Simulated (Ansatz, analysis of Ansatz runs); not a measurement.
## Migration in Be3N2 (P6_3/mmc): V_Be hop (2.3 Å), charge −2

How high is the barrier when Be changes place in Be3N2 (P6_3/mmc)? The case: V_Be hop (2.3 Å), charge −2, in a cell of 120 host atoms with 1 Be taken out.

Calculated with Ansatz 0.2.0; plane-wave PAW DFT, PBEsol; nudged elastic band between two relaxed defect structures at fixed charge in a uniform background.

The raw output is cut from this account; settings, times and results stay.

## Step 1: The structure

The cell holds 119 atoms: 71 Be and 48 N. Its edges and angles: a = 9.829 Å, b = 9.829 Å, c = 9.710 Å, α = 90.0°, β = 90.0°, γ = 120.0°. It derives from Be3N2 (space group P6_3/mmc). Nearest the centre at fractional (0.500, 0.583, 0.664): N117 at 1.17 Å, Be105 at 1.17 Å, N111 at 1.79 Å, Be48 at 2.32 Å, Be106 at 2.32 Å, N118 at 2.32 Å, N30 at 2.32 Å, Be94 at 2.32 Å. The cell carries charge −2.

The cell's shortest repeat is 9.7 Å.

## Step 2: Relaxation of the start point, charge −2

A barrier is counted from a minimum, so both ends are relaxed first. Small random displacements break the symmetry of the ideal sites, so that the defect can distort if it gains by it. The charge of −2 is set by the electron count, and a uniform background keeps the cell neutral.

qm2.start/input.yaml

```yaml
crystal:
  lattice:
    - [8.51188336, 4.91433815, 0.0]
    - [-8.51188336, 4.91433815, 0.0]
    - [0.0, 0.0, 9.71005664]
  atoms:
    - { symbol: Be, position: [0.0, 0.33333333, 0.07824696] }
    - { symbol: Be, position: [0.16666667, 0.16666667, 0.07824696] }
    - { symbol: Be, position: [0.33333333, 0.0, 0.07824696] }
    - { symbol: Be, position: [0.0, 0.16666667, 0.57824696] }
    - { symbol: Be, position: [0.16666667, 0.0, 0.57824696] }
    - { symbol: Be, position: [0.33333333, 0.33333333, 0.57824696] }
    - { symbol: Be, position: [0.0, 0.16666667, 0.92175304] }
    - { symbol: Be, position: [0.16666667, 0.0, 0.92175304] }
    - { symbol: Be, position: [0.33333333, 0.33333333, 0.92175304] }
    - { symbol: Be, position: [0.0, 0.33333333, 0.42175304] }
    - { symbol: Be, position: [0.16666667, 0.16666667, 0.42175304] }
    - { symbol: Be, position: [0.33333333, 0.0, 0.42175304] }
    - { symbol: Be, position: [0.0, 0.0, 0.25] }
    - { symbol: Be, position: [0.16666667, 0.33333333, 0.25] }
    - { symbol: Be, position: [0.33333333, 0.16666667, 0.25] }
    - { symbol: Be, position: [0.0, 0.0, 0.75] }
    - { symbol: Be, position: [0.16666667, 0.33333333, 0.75] }
    - { symbol: Be, position: [0.33333333, 0.16666667, 0.75] }
    - { symbol: "N", position: [0.0, 0.0, 0.0] }
    - { symbol: "N", position: [0.16666667, 0.33333333, 0.0] }
    - { symbol: "N", position: [0.33333333, 0.16666667, 0.0] }
    - { symbol: "N", position: [0.0, 0.0, 0.5] }
    - { symbol: "N", position: [0.16666667, 0.33333333, 0.5] }
    - { symbol: "N", position: [0.33333333, 0.16666667, 0.5] }
    - { symbol: "N", position: [0.0, 0.33333333, 0.25] }
    - { symbol: "N", position: [0.16666667, 0.16666667, 0.25] }
    - { symbol: "N", position: [0.33333333, 0.0, 0.25] }
    - { symbol: "N", position: [0.0, 0.16666667, 0.75] }
    - { symbol: "N", position: [0.16666667, 0.0, 0.75] }
    - { symbol: "N", position: [0.33333333, 0.33333333, 0.75] }
    - { symbol: Be, position: [0.0, 0.83333333, 0.07824696] }
    - { symbol: Be, position: [0.16666667, 0.66666667, 0.07824696] }
    - { symbol: Be, position: [0.33333333, 0.5, 0.07824696] }
    - { symbol: Be, position: [0.0, 0.66666667, 0.57824696] }
    - { symbol: Be, position: [0.16666667, 0.5, 0.57824696] }
    - { symbol: Be, position: [0.33333333, 0.83333333, 0.57824696] }
    - { symbol: Be, position: [0.0, 0.66666667, 0.92175304] }
    - { symbol: Be, position: [0.16666667, 0.5, 0.92175304] }
    - { symbol: Be, position: [0.33333333, 0.83333333, 0.92175304] }
    - { symbol: Be, position: [0.0, 0.83333333, 0.42175304] }
    - { symbol: Be, position: [0.16666667, 0.66666667, 0.42175304] }
    - { symbol: Be, position: [0.33333333, 0.5, 0.42175304] }
    - { symbol: Be, position: [0.0, 0.5, 0.25] }
    - { symbol: Be, position: [0.16666667, 0.83333333, 0.25] }
    - { symbol: Be, position: [0.33333333, 0.66666667, 0.25] }
    - { symbol: Be, position: [0.0, 0.5, 0.75] }
    - { symbol: Be, position: [0.16666667, 0.83333333, 0.75] }
    - { symbol: Be, position: [0.33333333, 0.66666667, 0.75] }
    - { symbol: "N", position: [0.0, 0.5, 0.0] }
    - { symbol: "N", position: [0.16666667, 0.83333333, 0.0] }
    - { symbol: "N", position: [0.33333333, 0.66666667, 0.0] }
    - { symbol: "N", position: [0.0, 0.5, 0.5] }
    - { symbol: "N", position: [0.16666667, 0.83333333, 0.5] }
    - { symbol: "N", position: [0.33333333, 0.66666667, 0.5] }
    - { symbol: "N", position: [0.0, 0.83333333, 0.25] }
    - { symbol: "N", position: [0.16666667, 0.66666667, 0.25] }
    - { symbol: "N", position: [0.33333333, 0.5, 0.25] }
    - { symbol: "N", position: [0.0, 0.66666667, 0.75] }
    - { symbol: "N", position: [0.16666667, 0.5, 0.75] }
    - { symbol: "N", position: [0.33333333, 0.83333333, 0.75] }
    - { symbol: Be, position: [0.5, 0.33333333, 0.07824696] }
    - { symbol: Be, position: [0.66666667, 0.16666667, 0.07824696] }
    - { symbol: Be, position: [0.83333333, 0.0, 0.07824696] }
    - { symbol: Be, position: [0.5, 0.16666667, 0.57824696] }
    - { symbol: Be, position: [0.66666667, 0.0, 0.57824696] }
    - { symbol: Be, position: [0.83333333, 0.33333333, 0.57824696] }
    - { symbol: Be, position: [0.5, 0.16666667, 0.92175304] }
    - { symbol: Be, position: [0.66666667, 0.0, 0.92175304] }
    - { symbol: Be, position: [0.83333333, 0.33333333, 0.92175304] }
    - { symbol: Be, position: [0.5, 0.33333333, 0.42175304] }
    - { symbol: Be, position: [0.66666667, 0.16666667, 0.42175304] }
    - { symbol: Be, position: [0.83333333, 0.0, 0.42175304] }
    - { symbol: Be, position: [0.5, 0.0, 0.25] }
    - { symbol: Be, position: [0.66666667, 0.33333333, 0.25] }
    - { symbol: Be, position: [0.83333333, 0.16666667, 0.25] }
    - { symbol: Be, position: [0.5, 0.0, 0.75] }
    - { symbol: Be, position: [0.66666667, 0.33333333, 0.75] }
    - { symbol: Be, position: [0.83333333, 0.16666667, 0.75] }
    - { symbol: "N", position: [0.5, 0.0, 0.0] }
    - { symbol: "N", position: [0.66666667, 0.33333333, 0.0] }
    - { symbol: "N", position: [0.83333333, 0.16666667, 0.0] }
    - { symbol: "N", position: [0.5, 0.0, 0.5] }
    - { symbol: "N", position: [0.66666667, 0.33333333, 0.5] }
    - { symbol: "N", position: [0.83333333, 0.16666667, 0.5] }
    - { symbol: "N", position: [0.5, 0.33333333, 0.25] }
    - { symbol: "N", position: [0.66666667, 0.16666667, 0.25] }
    - { symbol: "N", position: [0.83333333, 0.0, 0.25] }
    - { symbol: "N", position: [0.5, 0.16666667, 0.75] }
    - { symbol: "N", position: [0.66666667, 0.0, 0.75] }
    - { symbol: "N", position: [0.83333333, 0.33333333, 0.75] }
    - { symbol: Be, position: [0.5, 0.83333333, 0.07824696] }
    - { symbol: Be, position: [0.66666667, 0.66666667, 0.07824696] }
    - { symbol: Be, position: [0.83333333, 0.5, 0.07824696] }
    - { symbol: Be, position: [0.66666667, 0.5, 0.57824696] }
    - { symbol: Be, position: [0.83333333, 0.83333333, 0.57824696] }
    - { symbol: Be, position: [0.5, 0.66666667, 0.92175304] }
    - { symbol: Be, position: [0.66666667, 0.5, 0.92175304] }
    - { symbol: Be, position: [0.83333333, 0.83333333, 0.92175304] }
    - { symbol: Be, position: [0.5, 0.83333333, 0.42175304] }
    - { symbol: Be, position: [0.66666667, 0.66666667, 0.42175304] }
    - { symbol: Be, position: [0.83333333, 0.5, 0.42175304] }
    - { symbol: Be, position: [0.5, 0.5, 0.25] }
    - { symbol: Be, position: [0.66666667, 0.83333333, 0.25] }
    - { symbol: Be, position: [0.83333333, 0.66666667, 0.25] }
    - { symbol: Be, position: [0.5, 0.5, 0.75] }
    - { symbol: Be, position: [0.66666667, 0.83333333, 0.75] }
    - { symbol: Be, position: [0.83333333, 0.66666667, 0.75] }
    - { symbol: "N", position: [0.5, 0.5, 0.0] }
    - { symbol: "N", position: [0.66666667, 0.83333333, 0.0] }
    - { symbol: "N", position: [0.83333333, 0.66666667, 0.0] }
    - { symbol: "N", position: [0.5, 0.5, 0.5] }
    - { symbol: "N", position: [0.66666667, 0.83333333, 0.5] }
    - { symbol: "N", position: [0.83333333, 0.66666667, 0.5] }
    - { symbol: "N", position: [0.5, 0.83333333, 0.25] }
    - { symbol: "N", position: [0.66666667, 0.66666667, 0.25] }
    - { symbol: "N", position: [0.83333333, 0.5, 0.25] }
    - { symbol: "N", position: [0.5, 0.66666667, 0.75] }
    - { symbol: "N", position: [0.66666667, 0.5, 0.75] }
    - { symbol: "N", position: [0.83333333, 0.83333333, 0.75] }
total_charge: -2
basis:
  ecutwfc: 420
  xc_grid: 2
hamiltonian:
  xc: pbesol
kpoints:
  mp_grid: { grid: [1, 1, 1], shift: [0.25, 0.25, 0.25] }
scf:
  occupations: { method: fixed }
  max_iter: 150
output:
  forces: true
relax:
  f_tol: 0.02
  max_steps: 70
  random_displacement: { amplitude: 0.03, seed: 5953 }
```

The run is started by

```bash
$ ansatz run input.yaml --threads 4 --pin off --max-ram 14131MiB --backend cpu --events-out ev --progress --plain --runs-dir out
```

Elapsed: 45 s, on 4 threads of Arm Neoverse V2, shared host; peak memory 1.5 GiB.

Relaxation path:

```csv
step,energy less that of the first step (eV),largest force component (eV/Å)
1,0.0000,2.8344
2,-2.2307,1.2734
3,-2.9381,0.1973
4,-2.9557,0.0468
5,-2.9566,0.0225
6,-2.9568,0.0014
```

The atoms that moved most (Å, from the sites as typed, ahead of the random displacement, the mean shift of all atoms taken out):

```csv
atom,dx,dy,dz,length
Be106,0.000,-0.092,-0.241,0.258
Be48,0.079,0.046,-0.234,0.251
Be105,-0.079,0.045,-0.222,0.240
Be73,0.023,-0.013,0.184,0.186
Be14,0.000,0.027,0.181,0.183
Be42,-0.003,0.147,0.108,0.183
Be99,0.128,-0.072,0.108,0.182
Be100,-0.127,-0.068,0.108,0.180
```

Neighbours of Be105 at the end:

```csv
atom,distance (Å)
N117,1.582
N118,1.683
N30,1.684
Be6,2.234
Be94,2.235
N111,2.248
Be96,2.460
Be97,2.467
Be9,2.468
```

Numbers from this step:

```yaml
free_energy: -24696.0049 eV
r_m_s_move_of_the_farther_half_of_the_atoms: 0.04977 Å
largest_move_from_the_ideal_geometry_of_this_structure_a_common_shift_of_the_far_atoms_taken_out: 0.2686 Å
```

The relaxation gained 2.957 eV and ended with a largest force component of 0.0014 eV/Å.

## Step 3: Relaxation of the end point, charge −2

The end point is relaxed in the same cell and settings, so that the two energies compare. Atoms more than 3.2 Å from the middle of the hop start where the first relaxation left them, the nearer ones on or close to their ideal places, with small random displacements.

qm2.end/input.yaml

```yaml
crystal:
  lattice:
    - [8.51188336, 4.91433815, 0.0]
    - [-8.51188336, 4.91433815, 0.0]
    - [0.0, 0.0, 9.71005664]
  atoms:
    - { symbol: Be, position: [0.00558392, 0.33599203, 0.07665761] }
    - { symbol: Be, position: [0.16919404, 0.17193169, 0.07666696] }
    - { symbol: Be, position: [0.3361952, -0.00298422, 0.07666046] }
    - { symbol: Be, position: [0.00243038, 0.16879304, 0.57692308] }
    - { symbol: Be, position: [0.16631923, -0.00044744, 0.57863011] }
    - { symbol: Be, position: [0.33333333, 0.33333333, 0.57824696] }
    - { symbol: Be, position: [-0.00070357, 0.16591992, 0.92088651] }
    - { symbol: Be, position: [0.16683111, -0.00010127, 0.92270248] }
    - { symbol: Be, position: [0.33920059, 0.34043207, 0.91816118] }
    - { symbol: Be, position: [-0.00250575, 0.33421009, 0.42127031] }
    - { symbol: Be, position: [0.16798037, 0.16409959, 0.42128578] }
    - { symbol: Be, position: [0.32977778, -0.00105963, 0.4212122] }
    - { symbol: Be, position: [0.00138052, 0.00149324, 0.24584799] }
    - { symbol: Be, position: [0.16938545, 0.33587528, 0.26796385] }
    - { symbol: Be, position: [0.33366818, 0.1651596, 0.24407632] }
    - { symbol: Be, position: [-0.00125193, -0.0012051, 0.74871902] }
    - { symbol: Be, position: [0.16666667, 0.33333333, 0.75] }
    - { symbol: Be, position: [0.33350949, 0.16762471, 0.74684149] }
    - { symbol: "N", position: [-0.0001288, 0.0003325, -0.00052997] }
    - { symbol: "N", position: [0.16847642, 0.33494045, -0.00434532] }
    - { symbol: "N", position: [0.3339407, 0.16658273, 0.00025096] }
    - { symbol: "N", position: [0.00352881, 0.00222009, 0.49965507] }
    - { symbol: "N", position: [0.16586406, 0.33237335, 0.49482028] }
    - { symbol: "N", position: [0.33232568, 0.16300573, 0.50043822] }
    - { symbol: "N", position: [0.00145666, 0.33478871, 0.24898882] }
    - { symbol: "N", position: [0.16831767, 0.16794498, 0.24900719] }
    - { symbol: "N", position: [0.33319603, -0.0017362, 0.24897486] }
    - { symbol: "N", position: [0.00024622, 0.16674717, 0.74899403] }
    - { symbol: "N", position: [0.16659413, -0.00022493, 0.75056372] }
    - { symbol: "N", position: [0.33333333, 0.33333333, 0.75] }
    - { symbol: Be, position: [-0.00541241, 0.83061263, 0.07657538] }
    - { symbol: Be, position: [0.16802195, 0.66653956, 0.0783324] }
    - { symbol: Be, position: [0.33437491, 0.50049594, 0.08291893] }
    - { symbol: Be, position: [-0.00260231, 0.66640795, 0.57697541] }
    - { symbol: Be, position: [0.16666667, 0.5, 0.57824696] }
    - { symbol: Be, position: [0.33254262, 0.83203874, 0.57422881] }
    - { symbol: Be, position: [0.0004976, 0.66639286, 0.92095037] }
    - { symbol: Be, position: [0.17427594, 0.5057895, 0.91818952] }
    - { symbol: Be, position: [0.33467113, 0.82690243, 0.91810203] }
    - { symbol: Be, position: [0.00244, 0.83655035, 0.42118604] }
    - { symbol: Be, position: [0.16383481, 0.66662844, 0.42088904] }
    - { symbol: Be, position: [0.33333333, 0.5, 0.42175304] }
    - { symbol: Be, position: [-0.00129528, 0.50015029, 0.24508247] }
    - { symbol: Be, position: [0.16506125, 0.83290442, 0.24508757] }
    - { symbol: Be, position: [0.33177342, 0.6665232, 0.25563634] }
    - { symbol: Be, position: [0.00114844, 0.50001298, 0.74790376] }
    - { symbol: Be, position: [0.16758787, 0.83290682, 0.74791715] }
    - { symbol: Be, position: [0.33333333, 0.66666667, 0.75] }
    - { symbol: "N", position: [0.00010739, 0.50046027, -0.0001294] }
    - { symbol: "N", position: [0.16616654, 0.83250671, -0.00024475] }
    - { symbol: "N", position: [0.33237931, 0.66645052, 0.00604713] }
    - { symbol: "N", position: [-0.0034836, 0.4988232, 0.50003892] }
    - { symbol: "N", position: [0.16411665, 0.83421792, 0.49995591] }
    - { symbol: "N", position: [0.33333333, 0.66666667, 0.5] }
    - { symbol: "N", position: [-0.00134693, 0.83339384, 0.24891617] }
    - { symbol: "N", position: [0.1641698, 0.66655321, 0.2492386] }
    - { symbol: "N", position: [0.33485959, 0.50135081, 0.25516656] }
    - { symbol: "N", position: [-0.00041252, 0.66642913, 0.74905724] }
    - { symbol: "N", position: [0.16666667, 0.5, 0.75] }
    - { symbol: "N", position: [0.33347685, 0.83191054, 0.74637256] }
    - { symbol: Be, position: [0.50020649, 0.33494031, 0.07840939] }
    - { symbol: Be, position: [0.66391252, 0.16099452, 0.07658413] }
    - { symbol: Be, position: [0.83235032, -0.00132011, 0.07826731] }
    - { symbol: Be, position: [0.50004592, 0.16373382, 0.57699269] }
    - { symbol: Be, position: [0.66741989, -0.00035394, 0.57432888] }
    - { symbol: Be, position: [0.83325379, 0.33312329, 0.5786319] }
    - { symbol: Be, position: [0.49977328, 0.1671962, 0.9209839] }
    - { symbol: Be, position: [0.66513704, -0.007945, 0.91814055] }
    - { symbol: Be, position: [0.83322373, 0.33308216, 0.92270306] }
    - { symbol: Be, position: [0.49999889, 0.32981386, 0.42081061] }
    - { symbol: Be, position: [0.67033347, 0.16909468, 0.42117042] }
    - { symbol: Be, position: [0.83592559, 0.00256274, 0.42089942] }
    - { symbol: Be, position: [0.50003367, -0.00283093, 0.26827165] }
    - { symbol: Be, position: [0.66642371, 0.33151238, 0.24490413] }
    - { symbol: Be, position: [0.83500708, 0.16785555, 0.2449994] }
    - { symbol: Be, position: [0.49995766, -0.00136854, 0.75259849] }
    - { symbol: Be, position: [0.66638808, 0.33407871, 0.74769007] }
    - { symbol: Be, position: [0.83230345, 0.16527763, 0.74786678] }
    - { symbol: "N", position: [0.49996795, -0.00204466, -0.00452295] }
    - { symbol: "N", position: [0.66603513, 0.33267604, -0.00017934] }
    - { symbol: "N", position: [0.83384409, 0.16637451, -0.00020664] }
    - { symbol: "N", position: [0.49999376, 0.00060996, 0.49459553] }
    - { symbol: "N", position: [0.6677136, 0.33061, 0.50004094] }
    - { symbol: "N", position: [0.83572583, 0.17003883, 0.49997709] }
    - { symbol: "N", position: [0.50007171, 0.33057378, 0.24921675] }
    - { symbol: "N", position: [0.66691413, 0.16511336, 0.24891866] }
    - { symbol: "N", position: [0.83589147, 0.00237206, 0.24922123] }
    - { symbol: "N", position: [0.49992933, 0.16609543, 0.74907752] }
    - { symbol: "N", position: [0.66638786, -0.00162834, 0.74643601] }
    - { symbol: "N", position: [0.83326018, 0.33311052, 0.75056515] }
    - { symbol: Be, position: [0.49989187, 0.83264592, 0.08278813] }
    - { symbol: Be, position: [0.6657266, 0.66601142, 0.08287308] }
    - { symbol: Be, position: [0.83070647, 0.50263871, 0.07666042] }
    - { symbol: Be, position: [0.66666667, 0.5, 0.57824696] }
    - { symbol: Be, position: [0.83333333, 0.83333333, 0.57824696] }
    - { symbol: Be, position: [0.5, 0.66666667, 0.92175304] }
    - { symbol: Be, position: [0.66063364, 0.5012476, 0.91809812] }
    - { symbol: Be, position: [0.82536017, 0.83129863, 0.9181681] }
    - { symbol: Be, position: [0.5002055, 0.81827165, 0.43211989] }
    - { symbol: Be, position: [0.66666667, 0.66666667, 0.42175304] }
    - { symbol: Be, position: [0.83229757, 0.49638731, 0.42124063] }
    - { symbol: Be, position: [0.50003773, 0.49813734, 0.2577845] }
    - { symbol: Be, position: [0.668229, 0.83471345, 0.25448295] }
    - { symbol: Be, position: [0.8306876, 0.66652435, 0.26759445] }
    - { symbol: Be, position: [0.5, 0.666667, 0.578486] }
    - { symbol: Be, position: [0.66666667, 0.83333333, 0.75] }
    - { symbol: Be, position: [0.83333333, 0.66666667, 0.75] }
    - { symbol: "N", position: [0.49996217, 0.49881397, 0.00558281] }
    - { symbol: "N", position: [0.66758534, 0.83407356, 0.00627029] }
    - { symbol: "N", position: [0.83143792, 0.66643204, -0.00429479] }
    - { symbol: "N", position: [0.5, 0.5, 0.5] }
    - { symbol: "N", position: [0.66666667, 0.83333333, 0.5] }
    - { symbol: "N", position: [0.8341, 0.6665048, 0.49492315] }
    - { symbol: "N", position: [0.50006306, 0.83175292, 0.25507761] }
    - { symbol: "N", position: [0.66527278, 0.66655265, 0.25510279] }
    - { symbol: "N", position: [0.83179507, 0.49967812, 0.24899012] }
    - { symbol: "N", position: [0.5, 0.66666667, 0.75] }
    - { symbol: "N", position: [0.66666667, 0.5, 0.75] }
    - { symbol: "N", position: [0.83333333, 0.83333333, 0.75] }
total_charge: -2
basis:
  ecutwfc: 420
  xc_grid: 2
hamiltonian:
  xc: pbesol
kpoints:
  mp_grid: { grid: [1, 1, 1], shift: [0.25, 0.25, 0.25] }
scf:
  occupations: { method: fixed }
  max_iter: 150
output:
  forces: true
relax:
  f_tol: 0.02
  max_steps: 70
  random_displacement: { amplitude: 0.01, seed: 5953 }
```

Wall time 36 s (4 threads); peak memory 1.5 GiB.

Step by step:

```csv
step,energy less that of the first step (eV),largest force component (eV/Å)
1,0.0000,2.2240
2,-1.1644,1.2591
3,-1.6654,0.1101
4,-1.6728,0.0064
5,-1.6728,0.0065
```

The atoms that moved most (Å, from the sites as typed, ahead of the random displacement):

```csv
atom,dx,dy,dz,length
Be14,-0.007,-0.026,-0.167,0.169
Be104,0.019,0.019,-0.164,0.166
Be73,-0.004,0.003,-0.165,0.165
Be105,0.101,-0.058,0.103,0.155
Be96,0.099,-0.058,-0.103,0.154
Be6,0.002,0.110,0.103,0.151
Be94,-0.094,-0.057,0.102,0.150
Be99,-0.083,0.047,-0.081,0.125
```

Neighbours of Be105 at the end:

```csv
atom,distance (Å)
N117,1.577
N111,1.774
N112,1.922
N54,1.922
Be42,2.263
Be100,2.264
Be106,2.298
Be48,2.299
Be99,2.339
```

Numbers from this step:

* free energy: -24693.5097 eV
* r.m.s. move of the farther half of the atoms: 0.01790 Å
* largest move from the ideal geometry of this structure, a common shift of the far atoms taken out: 0.1554 Å

The relaxation gained 1.673 eV and ended with a largest force component of 0.0065 eV/Å. The end lies 2.495 eV above the start.

(Part 1 of 2 ends here.)

[Long decimals in the printed logs are rounded to 6 places.]

[Repeated set-up lines and some long k-point lines are left out of the logs, and relaxed atomic positions are cut to six decimals.]

[Logs are printed without paths, hosts, clocks, repeated set-up lines and the standing remarks that a program may print on its own settings, such as how far it seeks lower states.]

[Hosts, paths, dates, database ids (printed as entryN), source tags and the programs' standing remarks are cut or masked in the printed files.]
